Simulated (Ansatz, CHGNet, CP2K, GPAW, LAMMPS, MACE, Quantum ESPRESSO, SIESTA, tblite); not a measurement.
# GPAW runs on amorphous Ge (61 atoms)

Wanted: GPAW inputs and outputs for amorphous Ge (61 atoms), checked against a plane-wave reference.

Calculated with GPAW 26.7.0; the method is named at each step.

## Step 1: The structure

The cell holds 61 atoms: 61 Ge. Its edges and angles: a = 11.188 Å, b = 11.188 Å, c = 11.188 Å, α = 90.0°, β = 90.0°, γ = 90.0°. 61 atoms (61 Ge) placed at random at 5.25 g/cm³, melted at 3500 K for 10 ps at fixed volume with the Tersoff potential (Tersoff, Phys. Rev. B 39, 5566 (1989)). Quenched from 3500 K to 500 K at 3 K/ps and fixed volume, held 5 ps.

The yardstick, on the same geometry:

```
method                 : Kohn-Sham DFT, PBE, SSSP efficiency 1.3.0 pseudopotentials, plane waves (Quantum ESPRESSO 7.5); sssp-pbe-1.3.0-efficiency, cutoffs 45/360 Ry, Γ point
r.m.s. force component : 0.6362 eV/Å
longest force          : 2.14 eV/Å
pressure               : 3.808 GPa
time                   : 2.9 min on 4 MPI ranks of Arm Neoverse V2, shared host
CPU time               : 11 min
```

## Step 2: PBE, LCAO dzp, h 0.2 Å

Method: Kohn-Sham DFT, PBE, PAW, atomic orbitals (dzp).

run.py reads:

```python
import numpy as np
from ase.io import read
from gpaw import GPAW, FermiDirac

atoms = read("structure.xyz")
atoms.calc = GPAW(
    mode="lcao",
    basis="dzp",
    h=0.2,
    xc="PBE",
    kpts={"size": (1, 1, 1), "gamma": True},
    occupations=FermiDirac(0.05),
    maxiter=200,
    symmetry={"point_group": False},
    txt="gpaw.txt",
)
energy = atoms.get_potential_energy(force_consistent=True)
forces = atoms.get_forces()
print(f"energy {energy:.6f} eV")
print("forces (eV/A)")
for i, (a, f) in enumerate(zip(atoms, forces)):
    print(f"{i:4d} {a.symbol:2s} {f[0]:10.5f} {f[1]:10.5f} {f[2]:10.5f}")
print(f"Fermi level {atoms.calc.get_fermi_level():.4f} eV")
for k in range(len(atoms.calc.get_ibz_k_points())):
    for s in range(atoms.calc.get_number_of_spins()):
        e = atoms.calc.get_eigenvalues(kpt=k, spin=s)
        n = np.searchsorted(e, atoms.calc.get_fermi_level())
        print(f"k {k} spin {s} levels about the Fermi level:", np.round(e[max(n - 6, 0):n], 4).tolist(), "|", np.round(e[n:n + 6], 4).tolist())
```

structure.xyz reads:

```xyz
61
Lattice="11.18750 0.00000 0.00000 0.00000 11.18750 0.00000 0.00000 0.00000 11.18750" Properties=species:S:1:pos:R:3 pbc="T T T"
Ge 5.87422 6.35718 2.45185
Ge 0.62706 6.30483 1.50707
Ge 8.07145 0.91346 5.15363
Ge 2.56988 5.10049 0.09431
Ge 5.06078 8.14114 6.03857
Ge 4.03544 5.42985 3.66614
Ge 4.78176 5.69578 6.02234
Ge 11.02987 11.16949 7.45669
Ge 8.19865 4.70009 8.40047
Ge 3.67778 2.98952 0.90663
Ge 10.48716 3.54946 8.98211
Ge 5.83160 2.48508 11.05896
Ge 0.69955 7.26136 10.15445
Ge 2.13838 6.89765 3.36072
Ge 0.08200 2.33215 6.91790
Ge 2.71286 10.52979 4.31457
Ge 2.85382 5.11906 7.13852
Ge 3.30937 3.09849 3.35200
Ge 7.54664 1.90959 1.54801
Ge 8.42419 7.19222 7.86403
Ge 5.80508 9.74386 2.57749
Ge 4.70938 8.10344 9.95352
Ge 1.09000 5.11437 9.07317
Ge 8.68363 4.77292 4.82237
Ge 2.01912 10.36712 0.65391
Ge 3.43199 1.13363 8.78801
Ge 5.65014 0.34726 9.64631
Ge 6.76105 4.31110 6.38448
Ge 2.24186 1.50673 11.01566
Ge 6.76094 8.09181 4.04809
Ge 10.01483 8.17448 1.96564
Ge 9.91716 2.66688 5.02811
Ge 8.44533 4.14116 2.19868
Ge 1.27168 6.95258 5.81549
Ge 2.69630 8.98356 6.02648
Ge 2.01297 10.38278 7.98038
Ge 0.65950 2.69697 3.37102
Ge 9.95408 10.55921 5.16124
Ge 6.56236 8.70343 7.99559
Ge 4.06330 1.48458 4.80168
Ge 4.09709 7.10708 0.93460
Ge 8.33860 7.92433 0.18952
Ge 11.01387 10.33468 1.59332
Ge 6.04684 1.95580 6.29398
Ge 6.43695 0.82206 3.45425
Ge 10.97259 2.27498 10.96118
Ge 0.52100 0.14342 3.64858
Ge 6.43225 9.62528 11.12194
Ge 9.74084 8.29397 9.51005
Ge 7.34146 0.10371 7.76860
Ge 9.38452 10.70521 9.14052
Ge 3.37001 9.07452 2.46807
Ge 10.81507 3.92357 1.59646
Ge 9.37479 0.52604 0.21782
Ge 7.38565 5.77219 0.80427
Ge 9.79712 6.62680 5.93956
[... 1 atom lines left out ...]
Ge 4.27217 5.66390 9.38072
Ge 9.22174 8.39521 4.20079
Ge 2.41001 8.96432 9.89288
Ge 6.39366 4.57132 10.02937
```

On the command line:

```
> OMP_NUM_THREADS=1 python run.py > output.txt
```

Output:

```text
energy -249.055906 eV
forces (eV/A)
   0 Ge   -0.16542    0.54576    1.00588
   1 Ge   -0.92350   -0.19823   -0.83046
   2 Ge    0.91850    0.06415    0.89853
   3 Ge    0.71576   -0.57772   -0.65380
   4 Ge    0.63274   -0.22316    0.27958
   5 Ge    0.00984   -1.26761    0.61657
   6 Ge    1.35233    0.82661   -0.85055
   7 Ge   -0.48004   -0.12835   -0.89627
   8 Ge    0.23599    0.33902    0.26100
   9 Ge    0.42777    1.11193    0.88800
  10 Ge   -0.84368   -0.30859   -1.47978
  11 Ge    0.15504   -0.67433   -0.14479
  12 Ge   -0.32415    0.28007    0.27462
  13 Ge   -0.24314    0.87851    0.52514
  14 Ge    0.84672    0.08219    1.41846
  15 Ge    0.27846    1.27659   -0.50197
  16 Ge   -1.89047   -0.74323    1.04227
  17 Ge   -1.23123    1.44273   -1.33052
  18 Ge    0.12007   -0.04329   -0.27903
  19 Ge    0.22835   -1.28451   -0.11892
  20 Ge   -0.05391    0.52724   -1.26729
  21 Ge    0.03815   -0.04452   -0.81755
  22 Ge    1.33995    0.24221    0.32921
  23 Ge   -0.83402   -0.63415   -0.89757
[...]
53 Ge   -0.54609   -0.18067    0.67605
  54 Ge    0.26203   -0.58708   -1.56649
  55 Ge    1.05658    0.67640   -0.31340
  56 Ge   -0.16842    0.25446    0.26718
  57 Ge   -0.14482    0.46375    0.08355
  58 Ge   -0.22667   -0.04716    0.67228
  59 Ge   -0.12973    0.01247   -0.17098
  60 Ge    0.19316    0.30953    0.54221
Fermi level 5.6469 eV
k 0 spin 0 levels about the Fermi level: [5.0073, 5.1827, 5.2589, 5.2815, 5.491, 5.58] | [5.7049, 5.8736, 5.9775, 6.0113, 6.1958, 6.2212]
```

gpaw.txt:

```text
Input parameters:
  mode=LCAO(),
  basis={'default': 'dzp'},
  h=0.2,
  kpts=MonkhorstPack(size=(1, 1, 1), gamma=True),
  maxiter=200,
  occupations=Occupations(name='fermi-dirac', width=0.05, fixmagmom=False),
  symmetry=Symmetry(point_group=False),
  xc=XC(name='PBE')
Unit cell  # Å
| periodic |         x |         y |         z |   lengths |    angles |
|----------|-----------|-----------|-----------|-----------|-----------|
|      yes | 11.187500 |  0.000000 |  0.000000 | 11.187500 | 90.000000 |
|      yes |  0.000000 | 11.187500 |  0.000000 | 11.187500 | 90.000000 |
|      yes |  0.000000 |  0.000000 | 11.187500 | 11.187500 | 90.000000 |
Number of symmetries: 1
Symmetry operations  # r_c * U_cc + t_c -> r_c
|   | kind |            matrix            |
|---|------|------------------------------|
| 0 |  E   |  1, 0, 0,  0, 1, 0,  0, 0, 1 |
BZ-sampling:
  Number of BZ points: 1
  Number of IBZ points: 1
  Monkhorst-Pack size: [1, 1, 1]
  Monkhorst-Pack shift: [0, 0, 0]
[... lines left out ...]
  Fermi-Dirac:
[... lines left out ...]
xc functional:
  name: PBE with 2 nearest neighbor stencil
interpolation: tri-quintic # 5. degree polynomial
Initialization done in: 6.540 s
convergence criteria:
- Maximum [total energy] change in last 3 cyles: 0.0005 eV / valence electron
- Maximum integral of absolute [dens]ity change: 0.0001 electrons / valence electron
- Maximum integral of absolute [eigenst]ate change: 4e-08 eV^2 / valence electron
maximum number of iterations: 200
SCF iterations
|iter     |      energy | eigst |  dens |
|---------|-------------|-------|-------|
|iter:   1| -249.485124 |      c|       |
|iter:   2| -249.335757 |      c| -1.06 |
|iter:   3| -253.716134 |      c| -1.08 |
|iter:   4| -255.676013 |      c| -1.24 |
|iter:   5| -249.326567 |      c| -1.16 |
|iter:   6| -249.078657 |      c| -1.80 |
|iter:   7| -249.010252 |      c| -2.06 |
|iter:   8| -248.997919c|      c| -2.32 |
|iter:   9| -248.994894c|      c| -2.59 |
|iter:  10| -248.991548c|      c| -2.67 |
|iter:  11| -248.989919c|      c| -3.00 |
|iter:  12| -248.990041c|      c| -3.31 |
|iter:  13| -248.989772c|      c| -3.56 |
|iter:  14| -248.989837c|      c| -3.98 |
|iter:  15| -248.989836c|      c| -4.27c|
Converged in 15 steps
SCF loop duration: 129.070 s (8.605 s/step)
Energy contributions relative to reference atoms: (reference = -3482955.909003)
Energy contributions:
  Kinetic:         986.337971
  Coulomb:        -881.877452
  Zero:              0.639997
  External:          0.000000
  Xc:             -354.024282
  Entropy:          -0.132141
  Spinorbit:         0.000000
  ----------------------------
  Free energy:    -249.055906
  Extrapolated:   -248.989836
dipole moment: (38.403832, -18.521935, 13.469261)  # |e|*Ang
Fermi level: 5.647
Eigenvalues  # (at kpt = [0.000, 0.000, 0.000])
| band index |      eig [eV] | occ [0-2] |
|------------|---------------|-----------|
|          0 |        -7.015 |     2.000 |
|        ... |               |           |
|        114 |         4.889 |     2.000 |
|        115 |         4.900 |     2.000 |
[...]
|        129 |         6.511 |     0.000 |
|        ... |               |           |
|        150 |         8.259 |     0.000 |
Gap: 0.125 eV
Transition (v -> c):
  (s=0, k=0, n=121, [0.00, 0.00, 0.00]) -> (s=0, k=0, n=122, [0.00, 0.00, 0.00])
No difference between direct/indirect transitions
Force computation time: 18.340  # s
timing:  # [seconds]
  Total:  153.975  # ━━━━━━━━━━━━━━━━━━━━━━━━━━━━━━━━━━━━━━━━━━━━━━━━━━━━━━━━
  Init:     6.540  # ━━╸
  SCF:    129.070  # ━━━━━━━━━━━━━━━━━━━━━━━━━━━━━━━━━━━━━━━━━━━━━━━
  Forces:  18.340  # ━━━━━━╸
```

The job ended after 2.6 min (1 thread of Arm Neoverse V2, shared host; peak memory 1.4 GiB).

Banners, paths, timers and routine set-up lines are dropped from the logs unmarked, and long logs keep their key lines alone; longer cuts are marked.

Against the reference:

- r.m.s. force component: 0.6936 eV/Å
- r.m.s. difference of force components: 71.59 meV/Å
- longest difference of force vectors: 186.7 meV/Å
- force difference over r.m.s. force: 11.25 %
- slope of forces against the reference's: 1.088
- correlation of force components: 0.9979

Local excerpt of 9 atoms (numbers count through the whole input) about Ge50, which has 5 bonded neighbours where the commonest count for Ge is 4; x, y, z are measured from there.

| atom | x | y | z | distance (Å) | bonds | Fx | Fy | Fz (eV/Å) |
| --- | --- | --- | --- | --- | --- | --- | --- | --- |
| Ge50 | 0.00 | 0.00 | 0.00 | 0.00 | 5 | -0.42 | -0.65 | 0.27 |
| Ge51 | 2.04 | -0.59 | 1.37 | 2.53 | 4 | -0.51 | 0.03 | 0.50 |
| Ge27 | -1.69 | 0.24 | 1.88 | 2.54 | 4 | 0.28 | 0.89 | 0.03 |
| Ge44 | -1.29 | 1.85 | -1.47 | 2.70 | 4 | -0.14 | -0.20 | 0.39 |
| Ge39 | -0.78 | -2.59 | 0.23 | 2.71 | 4 | -1.06 | 0.85 | -0.51 |
| Ge3 | 0.73 | 0.81 | -2.61 | 2.83 | 5 | 0.92 | 0.06 | 0.90 |
| Ge8 | 3.69 | -0.12 | -0.31 | 3.70 | 4 | -0.48 | -0.13 | -0.90 |
| Ge38 | 2.61 | -0.73 | -2.61 | 3.76 | 4 | 0.30 | -0.77 | 1.03 |
| Ge48 | -0.91 | -1.67 | 3.35 | 3.85 | 4 | -0.07 | 0.11 | 1.33 |

Atoms are counted from 1 here, from 0 in the log.

Forces lie 11 % from the reference's, at 0.23 times its CPU time (on 1 against 4 cores).

## Step 3: PBE, LCAO dzp, h 0.2 Å, other mixer settings

Method: Kohn-Sham DFT, PBE, PAW, atomic orbitals (dzp).

Changes to run.py since step 2:

```diff
@@ -2,3 +2,3 @@
 from ase.io import read
-from gpaw import GPAW, FermiDirac
+from gpaw import GPAW, FermiDirac, Mixer
 
@@ -12,2 +12,3 @@
     occupations=FermiDirac(0.05),
+    mixer=Mixer(0.03, 7, 100),
     maxiter=200,
```

structure.xyz is that of step 2.

Output:

```text
energy -249.055905 eV
forces (eV/A)
   0 Ge   -0.16571    0.54354    1.00420
   1 Ge   -0.92347   -0.19867   -0.83006
   2 Ge    0.91832    0.06308    0.89656
   3 Ge    0.71596   -0.57914   -0.65531
   4 Ge    0.63343   -0.22305    0.27989
   5 Ge    0.01015   -1.26917    0.61864
[...]
58 Ge   -0.22534   -0.04692    0.67211
  59 Ge   -0.12931    0.01233   -0.17119
  60 Ge    0.19185    0.30844    0.54300
Fermi level 5.6469 eV
k 0 spin 0 levels about the Fermi level: [5.0072, 5.1827, 5.2589, 5.2814, 5.491, 5.58] | [5.7049, 5.8735, 5.9775, 6.0112, 6.1958, 6.2212]
```

gpaw.txt:

```text
Input parameters:
  mode=LCAO(),
  basis={'default': 'dzp'},
  h=0.2,
  kpts=MonkhorstPack(size=(1, 1, 1), gamma=True),
  maxiter=200,
[... lines left out ...]
  occupations=Occupations(name='fermi-dirac', width=0.05, fixmagmom=False),
[... lines left out ...]
  Fermi-Dirac:
[... lines left out ...]
convergence criteria:
- Maximum [total energy] change in last 3 cyles: 0.0005 eV / valence electron
[... lines left out ...]
Converged in 20 steps
[... lines left out ...]
  Free energy:    -249.055905
[... lines left out ...]
Fermi level: 5.647
[... lines left out ...]
|        ... |               |           |
|        150 |         8.259 |     0.000 |
Gap: 0.125 eV
Transition (v -> c):
  (s=0, k=0, n=121, [0.00, 0.00, 0.00]) -> (s=0, k=0, n=122, [0.00, 0.00, 0.00])
No difference between direct/indirect transitions
Force computation time: 18.333  # s
timing:  # [seconds]
  Total:  198.448  # ━━━━━━━━━━━━━━━━━━━━━━━━━━━━━━━━━━━━━━━━━━━━━━━━━━━━━━━━
  Init:     6.557  # ━━
  SCF:    173.533  # ━━━━━━━━━━━━━━━━━━━━━━━━━━━━━━━━━━━━━━━━━━━━━━━━━
  Forces:  18.333  # ━━━━━
```

Run time: 3.3 min. Hardware: 1 thread; peak memory 1.3 GiB.

Numbers from this run, and their distance from the reference:

* r.m.s. force component: 0.6936 eV/Å
* r.m.s. difference of force components: 71.35 meV/Å
* longest difference of force vectors: 187 meV/Å
* force difference over r.m.s. force: 11.21 %
* slope of forces against the reference's: 1.088
* correlation of force components: 0.998
* energy less the same-level run's: 0 meV/atom
* r.m.s. force difference from the same-level run: 1.084 meV/Å

Against the first run (11 %), the force difference from the reference is 11 %, at 1.3 times the CPU time: another solver or mixer reaches the same state.

## Step 4: PBE, LCAO dzp, h 0.15 Å

Method: Kohn-Sham DFT, PBE, PAW, atomic orbitals (dzp).

Changes to run.py since step 3:

```diff
@@ -2,3 +2,3 @@
 from ase.io import read
-from gpaw import GPAW, FermiDirac, Mixer
+from gpaw import GPAW, FermiDirac
 
@@ -8,3 +8,3 @@
     basis="dzp",
-    h=0.2,
+    h=0.15,
     xc="PBE",
@@ -12,3 +12,2 @@
     occupations=FermiDirac(0.05),
-    mixer=Mixer(0.03, 7, 100),
     maxiter=200,
```

structure.xyz is that of step 3.

Output:

```text
energy -249.495892 eV
forces (eV/A)
   0 Ge   -0.16474    0.56459    0.99752
   1 Ge   -0.92312   -0.19200   -0.81527
   2 Ge    0.90568    0.06678    0.90846
   3 Ge    0.72415   -0.57232   -0.66515
   4 Ge    0.60157   -0.21212    0.28806
   5 Ge    0.00366   -1.27621    0.60121
   6 Ge    1.34237    0.81849   -0.86978
   7 Ge   -0.49427   -0.12258   -0.88656
   8 Ge    0.22830    0.32365    0.26162
   9 Ge    0.42474    1.11644    0.89775
  10 Ge   -0.84231   -0.28811   -1.48702
  11 Ge    0.14593   -0.67372   -0.14273
  12 Ge   -0.33046    0.27151    0.27795
  13 Ge   -0.23587    0.86062    0.52869
  14 Ge    0.85173    0.07830    1.42003
  15 Ge    0.27766    1.28280   -0.49045
  16 Ge   -1.90021   -0.73403    1.05057
  17 Ge   -1.21387    1.44868   -1.33145
  18 Ge    0.13938   -0.05899   -0.26984
  19 Ge    0.23088   -1.29637   -0.11619
  20 Ge   -0.06177    0.52929   -1.27215
  21 Ge    0.04827   -0.03135   -0.80872
  22 Ge    1.33390    0.24071    0.31787
  23 Ge   -0.83239   -0.63846   -0.91072
[...]
53 Ge   -0.55252   -0.18803    0.67437
  54 Ge    0.26879   -0.57191   -1.56432
  55 Ge    1.04946    0.67110   -0.31678
  56 Ge   -0.15237    0.26480    0.26308
  57 Ge   -0.15148    0.45714    0.07763
  58 Ge   -0.23569   -0.03754    0.67766
  59 Ge   -0.12122    0.01128   -0.16183
  60 Ge    0.18975    0.30779    0.55288
Fermi level 5.6467 eV
k 0 spin 0 levels about the Fermi level: [5.0072, 5.1826, 5.2588, 5.2813, 5.4909, 5.5798] | [5.7048, 5.8733, 5.9773, 6.0111, 6.1956, 6.2209]
```

gpaw.txt:

```text
Input parameters:
  mode=LCAO(),
  basis={'default': 'dzp'},
  h=0.15,
  kpts=MonkhorstPack(size=(1, 1, 1), gamma=True),
  maxiter=200,
  occupations=Occupations(name='fermi-dirac', width=0.05, fixmagmom=False),
  symmetry=Symmetry(point_group=False),
  xc=XC(name='PBE')
Unit cell  # Å
| periodic |         x |         y |         z |   lengths |    angles |
[... lines left out ...]
  Fermi-Dirac:
[... lines left out ...]
convergence criteria:
- Maximum [total energy] change in last 3 cyles: 0.0005 eV / valence electron
[... lines left out ...]
Converged in 15 steps
[... lines left out ...]
  Free energy:    -249.495892
  Extrapolated:   -249.429829
dipole moment: (38.374799, -18.576028, 13.584879)  # |e|*Ang
Fermi level: 5.647
Eigenvalues  # (at kpt = [0.000, 0.000, 0.000])
| band index |      eig [eV] | occ [0-2] |
|------------|---------------|-----------|
|          0 |        -7.015 |     2.000 |
|        ... |               |           |
|        114 |         4.889 |     2.000 |
|        115 |         4.900 |     2.000 |
[...]
|        129 |         6.511 |     0.000 |
|        ... |               |           |
|        150 |         8.259 |     0.000 |
Gap: 0.125 eV
Transition (v -> c):
  (s=0, k=0, n=121, [0.00, 0.00, 0.00]) -> (s=0, k=0, n=122, [0.00, 0.00, 0.00])
No difference between direct/indirect transitions
Force computation time: 41.463  # s
timing:  # [seconds]
  Total:  338.627  # ━━━━━━━━━━━━━━━━━━━━━━━━━━━━━━━━━━━━━━━━━━━━━━━━━━━━━━━━
  Init:    11.803  # ━━
  SCF:    285.335  # ━━━━━━━━━━━━━━━━━━━━━━━━━━━━━━━━━━━━━━━━━━━━━━━
  Forces:  41.463  # ━━━━━━━
```

The job ended after 5.7 min (1 thread; peak memory 3.1 GiB).

Against the reference:

```yaml
r_m_s_force_component: 0.6938 eV/Å
r_m_s_difference_of_force_components: 71.4 meV/Å
longest_difference_of_force_vectors: 192.3 meV/Å
force_difference_over_r_m_s_force: 11.22 %
slope_of_forces_against_the_reference_s: 1.088
correlation_of_force_components: 0.998
energy_less_the_same_level_run_s: -7.213 meV/atom
r_m_s_force_difference_from_the_same_level_run: 9.892 meV/Å
```

Against the first run (11 %), the force difference from the reference is 11 %, at 2.2 times the CPU time: the change moves forces by 9.9 meV/Å r.m.s., so most of the difference comes from elsewhere.

(Part 1 of 2 ends here.)

[Also dropped from logs without a mark: logging warnings of Python, and SIESTA's first energy breakdown and zero terms.]

[Logs are printed without paths, hosts, clocks, repeated set-up lines and the standing remarks that a program may print on its own settings, such as how far it seeks lower states.]

[Hosts, paths, dates, database ids (printed as entryN), source tags and the programs' standing remarks are cut or masked in the printed files.]
